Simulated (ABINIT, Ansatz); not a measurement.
# SrIBr (Pnma): G0W0 on several meshes in ABINIT, part 2 of 2

How does the mesh move the gap of SrIBr (Pnma)?

ABINIT 10.8.3; LDA and many-body steps on it, plane waves. Known limits of the many-body steps: not at the basis limit; no spin-orbit coupling; coarse k mesh.

So far. Step 4 (2×2×1): The gap on the mesh goes from 3.58 eV to 5.33 eV, a correction of +1.75 eV. Step 5 (Empty states on the mesh, 1×2×1 mesh, 182 bands): On this mesh the gap is 3.576 eV.

## 7. 1×2×1

This step: G0W0 on LDA, plane waves, norm-conserving pseudopotentials.

Input file run.abi:

```
acell 3*1.0 Angstrom
rprim 
  8.169106000000 0.000000000000 0.000000000000
  0.000000000000 5.131914000000 0.000000000000
  0.000000000000 0.000000000000 11.030852000000
ntypat 3
znucl 38 53 35
natom 12
typat 1 1 1 1 2 2 2 2 3 3 3 3
xred 
  0.280131000000 0.750000000000 0.421100000000
  0.780131000000 0.750000000000 0.078900000000
  0.719869000000 0.250000000000 0.578900000000
  0.219869000000 0.250000000000 0.921100000000
  0.367160000000 0.750000000000 0.109521000000
  0.867160000000 0.750000000000 0.390479000000
  0.632840000000 0.250000000000 0.890479000000
  0.132840000000 0.250000000000 0.609521000000
  0.517796000000 0.750000000000 0.637160000000
  0.017796000000 0.750000000000 0.862840000000
  0.482204000000 0.250000000000 0.362840000000
  0.982204000000 0.250000000000 0.137160000000
pp_dirpath "pseudos"
pseudos "Sr.upf, I.upf, Br.upf"
ecut 31
ngkpt 1 2 1
nshiftk 1
shiftk 0 0 0
kptopt 1
chksymbreak 0
istwfk *1
occopt 1
irdwfk 1
optdriver 4
nband 166
gwcalctyp 0
ecutsigx 31
symsigma 1
nkptgw 1
kptgw 
  0.0000000000 0.0000000000 0.0000000000
bdgw 
  47 50
ecuteps 3.6
irdscr 1
ppmodel 1
indata_prefix "in"
outdata_prefix "out"
tmpdata_prefix "tmp"
```

Run with:

```
> OMP_NUM_THREADS=1 mpirun -n 4 abinit run.abi > log
```

Numbers of over 12 decimals in the logs are rounded to 6 here.

The program printed:

```text
.Version 10.8.3 of ABINIT. v10.8.2 released Aug 2026.

 Symmetries : space group Pn m a (# 62); Bravais oP (primitive ortho.)
[... echo of the input left out ...]
== DATASET  1 ==================================================================
-   mpi_nproc: 4, omp_nthreads: 1 (-1 if OMP is not activated)

--- !DatasetInfo
iteration_state: {dtset: 1, }
dimensions: {natom: 12, nkpt: 2, mband: 166, nsppol: 1, nspinor: 1, nspden: 1, mpw: 25776, }
cutoff_energies: {ecut:  31.0, pawecutdg:  -1.0, }
electrons: {nelect:   9.60000000E+01, charge:   0.00000000E+00, occopt:   1.00000000E+00, tsmear:   1.00000000E-02, }

 SIGMA: Calculation of the GW corrections

 Based on a program developped by R.W. Godby, V. Olevano, G. Onida, and L. Reining.
 Incorporated in ABINIT by V. Olevano, G.-M. Rignanese, and M. Torrent.
.Using double precision arithmetic ; gwpc =  8

[... cell and pseudopotentials left out ...]
--------------------------------------------------------------------------------

 ==== K-mesh for the wavefunctions ====
 Number of points in the irreducible wedge :     2
[... list of points left out ...]
 Together with  8 symmetry operations and time-reversal symmetry
 yields     2 points in the full Brillouin Zone.

 ==== Q-mesh for screening function ====
 Number of points in the irreducible wedge :     2
[... list of points left out ...]
 Together with  8 symmetry operations and time-reversal symmetry
 yields     2 points in the full Brillouin Zone.

 vcoul_init : cutoff-mode = AUXILIARY_FUNCTION
 q-points for optical limit:   1
     1)      0.000010    0.000020    0.000030
 setmesh: FFT mesh size selected  =    80x   50x  108
          total number of points  =       432000

 Number of electrons calculated from density =   96.0000; Expected =   96.0000
[...]
number of k-points in IBZ                           2
 number of q-points in IBZ                           2
 number of symmetry operations                       8
 number of k-points in BZ                            2
 number of q-points in BZ                            2
 number of frequencies for dSigma/dE                 9
 frequency step for dSigma/dE [eV]                0.25
 number of omega for Sigma on real axis              0
 max omega for Sigma on real axis  [eV]           0.00
 zcut for avoiding poles [eV]                     0.10

 EPSILON^-1 parameters (SCR file):
 dimension of the eps^-1 matrix on file            993
 dimension of the eps^-1 matrix used               993
 number of plane-waves for wavefunctions         25715
 number of bands                                   166
 number of q-points in IBZ                           2
 number of frequencies                               2
 number of real frequencies                          1
 number of imag frequencies                          1

 matrix elements of self-energy operator (all in [eV])

 Perturbative Calculation

--- !SelfEnergy_ee
iteration_state: {dtset: 1, }
kpoint     : [   0.000,    0.000,    0.000, ]
spin       : 1
KS_gap     :    3.576
QP_gap     :    5.329
Delta_QP_KS:    1.753
data: !SigmaeeData |
     Band     E0 <VxcDFT>   SigX SigC(E0)      Z dSigC/dE  Sig(E)    E-E0       E
       47   1.380 -12.096 -15.723   2.844   0.797  -0.255 -12.719  -0.623   0.757
       48   1.471 -11.639 -15.115   2.709   0.799  -0.252 -12.251  -0.613   0.858
       49   5.047  -7.823  -3.421  -3.028   0.830  -0.205  -6.683   1.140   6.187
       50   5.551  -8.284  -3.739  -2.950   0.827  -0.209  -6.965   1.320   6.871

== END DATASET(S) ==============================================================
================================================================================

 -outvars: echo values of variables after computation  --------
           etotal      0.0000000000E+00
            nband         166
             nkpt           2
          spgroup          62
 [... the other variables as echoed above ...]

 Calculation completed.
```

Run time: 18 s. Hardware: 4 MPI ranks of Arm Neoverse V2, shared host; peak memory 1.9 GiB; 71 s of CPU time.

This step gave:

```
G0W0 gap on the points computed              : 5.329 eV
starting gap on the mesh                     : 3.576 eV
k of the valence top                         : 0, 0, 0
k of the conduction bottom                   : 0, 0, 0
Z at the valence top                         : 0.799
Z at the conduction bottom                   : 0.83
least direct G0W0 gap on the computed points : 5.329 eV
```

Against G0W0 in ABINIT (2×2×1 mesh, 166 bands, screening to 98 eV, Godby-Needs plasmon pole), the gap moves by −0.002 eV.

## 8. Empty states on the mesh, 2×4×2 mesh, 182 bands

This step: DFT, LDA, plane waves, norm-conserving pseudopotentials.

Changes to run.abi since step 7:

```diff
@@ -25,3 +25,3 @@
 ecut 31
-ngkpt 1 2 1
+ngkpt 2 4 2
 nshiftk 1
@@ -30,18 +30,10 @@
 chksymbreak 0
+iscf -2
+irdden 1
 istwfk *1
-occopt 1
-irdwfk 1
-optdriver 4
-nband 166
-gwcalctyp 0
-ecutsigx 31
-symsigma 1
-nkptgw 1
-kptgw 
-  0.0000000000 0.0000000000 0.0000000000
-bdgw 
-  47 50
-ecuteps 3.6
-irdscr 1
-ppmodel 1
+nband 182
+nbdbuf 16
+tolwfr 1e-09
+nstep 60
+prtvol 0
 indata_prefix "in"
```

The program printed:

```text
.Version 10.8.3 of ABINIT. v10.8.2 released Aug 2026.

 Symmetries : space group Pn m a (# 62); Bravais oP (primitive ortho.)
[... echo of the input left out ...]
== DATASET  1 ==================================================================
-   mpi_nproc: 4, omp_nthreads: 1 (-1 if OMP is not activated)

--- !DatasetInfo
iteration_state: {dtset: 1, }
dimensions: {natom: 12, nkpt: 12, mband: 182, nsppol: 1, nspinor: 1, nspden: 1, mpw: 25776, }
cutoff_energies: {ecut:  31.0, pawecutdg:  -1.0, }
[...]
0.80770    0.80788    0.81137    0.81439    0.82752    0.82819    0.82848    0.83018
   0.83247    0.84220    0.84332    0.84347    0.84496    0.84889    0.85078    0.85153
   0.85322    0.85682    0.86325    0.88209    0.88351    0.88478
 prteigrs : prtvol=0 or 1, do not print more k-points.

== END DATASET(S) ==============================================================
================================================================================

 -outvars: echo values of variables after computation  --------
            nband         182
             nkpt          12
          spgroup          62
 [... the other variables as echoed above ...]

 Calculation completed.
```

It took 11 min on 4 MPI ranks; peak memory 1.4 GiB.

Numbers from this step:

```yaml
gap: 3.576 eV
k_of_the_valence_top: 0, 0, 0
k_of_the_conduction_bottom: 0, 0, 0
least_direct_gap: 3.576 eV
k_points_computed: 12
lowest_point_of_the_top_converged_band_above_the_valence_top: 20.63 eV
```

On this mesh the gap is 3.576 eV.

## 9. Screening, 2×4×2 mesh, 166 bands, screening to 98 eV

This step: RPA screening on LDA, plane waves, norm-conserving pseudopotentials.

Changes to run.abi since step 8:

```diff
@@ -30,10 +30,11 @@
 chksymbreak 0
-iscf -2
-irdden 1
 istwfk *1
-nband 182
-nbdbuf 16
-tolwfr 1e-09
-nstep 60
-prtvol 0
+occopt 1
+irdwfk 1
+optdriver 3
+nband 166
+ecuteps 3.6
+inclvkb 2
+awtr 1
+symchi 1
 indata_prefix "in"
```

The program printed:

```text
.Version 10.8.3 of ABINIT. v10.8.2 released Aug 2026.

 Symmetries : space group Pn m a (# 62); Bravais oP (primitive ortho.)
[... echo of the input left out ...]
== DATASET  1 ==================================================================
-   mpi_nproc: 4, omp_nthreads: 1 (-1 if OMP is not activated)

--- !DatasetInfo
iteration_state: {dtset: 1, }
dimensions: {natom: 12, nkpt: 12, mband: 166, nsppol: 1, nspinor: 1, nspden: 1, mpw: 25776, }
cutoff_energies: {ecut:  31.0, pawecutdg:  -1.0, }
[...]
--------------------------------------------------------------------------------
[... chi0 elements left out ...]
 For q-point:  0.000010 0.000020 0.000030
  dielectric constant =   3.5001
  dielectric constant without local fields =   4.2088

  Average fulfillment of the sum rule on Im[epsilon] for q-point    1 :     63.12  [%]
[... wings left out ...]
  q-point number  2        q = ( 0.500000, 0.000000, 0.000000) [r.l.u.]
--------------------------------------------------------------------------------
[... chi0 elements left out ...]
  Average fulfillment of the sum rule on Im[epsilon] for q-point    2 :     70.71  [%]

 [... 10 further q-points ...]
```

The job ended after 25 min (4 MPI ranks; peak memory 11 GiB; 1.7 h of CPU time).

This step gave:

```yaml
eps_infinity_with_local_fields_on_this_mesh_along_the_program_s_q_direction: 3.500
the_same_without_local_fields: 4.209
plasma_frequency: 16.92 eV
plane_waves_in_the_screening_matrix: 993
```

## 10. 2×4×2

This step: G0W0 on LDA, plane waves, norm-conserving pseudopotentials.

Changes to run.abi since step 9:

```diff
@@ -33,8 +33,15 @@
 irdwfk 1
-optdriver 3
+optdriver 4
 nband 166
+gwcalctyp 0
+ecutsigx 31
+symsigma 1
+nkptgw 1
+kptgw 
+  0.0000000000 0.0000000000 0.0000000000
+bdgw 
+  47 50
 ecuteps 3.6
-inclvkb 2
-awtr 1
-symchi 1
+irdscr 1
+ppmodel 1
 indata_prefix "in"
```

The program printed:

```text
.Version 10.8.3 of ABINIT. v10.8.2 released Aug 2026.

 Symmetries : space group Pn m a (# 62); Bravais oP (primitive ortho.)
[... echo of the input left out ...]
== DATASET  1 ==================================================================
-   mpi_nproc: 4, omp_nthreads: 1 (-1 if OMP is not activated)

--- !DatasetInfo
iteration_state: {dtset: 1, }
dimensions: {natom: 12, nkpt: 12, mband: 166, nsppol: 1, nspinor: 1, nspden: 1, mpw: 25776, }
cutoff_energies: {ecut:  31.0, pawecutdg:  -1.0, }
[...]
48   1.471 -11.636 -14.584   2.357   0.812  -0.231 -12.116  -0.481   0.990
       49   5.047  -7.827  -3.662  -2.621   0.846  -0.182  -6.520   1.307   6.354
       50   5.551  -8.291  -3.849  -2.632   0.842  -0.188  -6.768   1.524   7.075

== END DATASET(S) ==============================================================
================================================================================

 -outvars: echo values of variables after computation  --------
           etotal      0.0000000000E+00
            nband         166
             nkpt          12
          spgroup          62
 [... the other variables as echoed above ...]

 Calculation completed.
```

Run time: 88 s. Hardware: 4 MPI ranks; peak memory 8.4 GiB.

Numbers from this step:

| Item | Value |
| --- | --- |
| G0W0 gap on the points computed | 5.364 eV |
| starting gap on the mesh | 3.576 eV |
| k of the valence top | 0, 0, 0 |
| k of the conduction bottom | 0, 0, 0 |
| least direct G0W0 gap on the computed points | 5.364 eV |

Against G0W0 in ABINIT (2×2×1 mesh, 166 bands, screening to 98 eV, Godby-Needs plasmon pole), the gap moves by +0.033 eV.

## 11. The runs together

Times are wall times on 4 MPI ranks of Arm Neoverse V2, shared host, good to a factor of about two. A run's time includes the screening step that it read.

| run | mesh | bands | screening cutoff (eV) | DFT gap (eV) | gap on the mesh (eV) | direct (eV) | ε∞ used | time |
| --- | --- | --- | --- | --- | --- | --- | --- | --- |
| 2×2×1 | 2×2×1 | 166 | 98 | 3.576 | 5.331 | 5.331 | 3.71 | 5.8 min |
| 1×2×1 | 1×2×1 | 166 | 98 | 3.576 | 5.329 | 5.329 | 3.96 | 2.6 min |
| 2×4×2 | 2×4×2 | 166 | 98 | 3.576 | 5.364 | 5.364 | 3.50 | 27 min |

## 12. Results

```yaml
2x2x1: 5.331 eV
1x2x1: 5.329 eV
2x4x2: 5.364 eV
known_limits: not at the basis limit; no spin-orbit coupling; coarse k mesh
```

**Reading.** 1×2×1: −0.002 eV against 2×2×1. 2×4×2: +0.033 eV against 2×2×1. Bands and cutoff are finite, so the gap is not at the basis limit. The miss can reach some tenths of an eV and take either sign; the mesh is an error of its own. In the G0W0 runs levels were corrected at 1 k point alone, so a gap called «on the mesh» is the least over those, and an edge elsewhere would be missed. The 2×2×1 mesh is coarse for this cell, which bears on the long-range parts of exchange and screening. The many-body steps are scalar-relativistic: spin-orbit coupling is not in them.

[Paths, hosts, dates, memory and timing lines, banners, echoed tables and standing remarks are left out of the program output.]

[Logs are printed without paths, hosts, clocks, repeated set-up lines and the standing remarks that a program may print on its own settings, such as how far it seeks lower states.]

[Runs of the session that timed out or met a known fault of the program may be left out.]

[Hosts, paths, dates, database ids (printed as entryN), source tags and the programs' standing remarks are cut or masked in the printed files.]

[G0W0 gaps are taken among the corrected bands and points alone; a level outside them can change the order at an edge.]

[Where Ansatz stands beside ABINIT at settings called matched, ABINIT's density can come from a denser mesh and the files from another edition; pairs whose starting gaps differed by over 0.03 eV were left out, so agreement reads better than it is.]
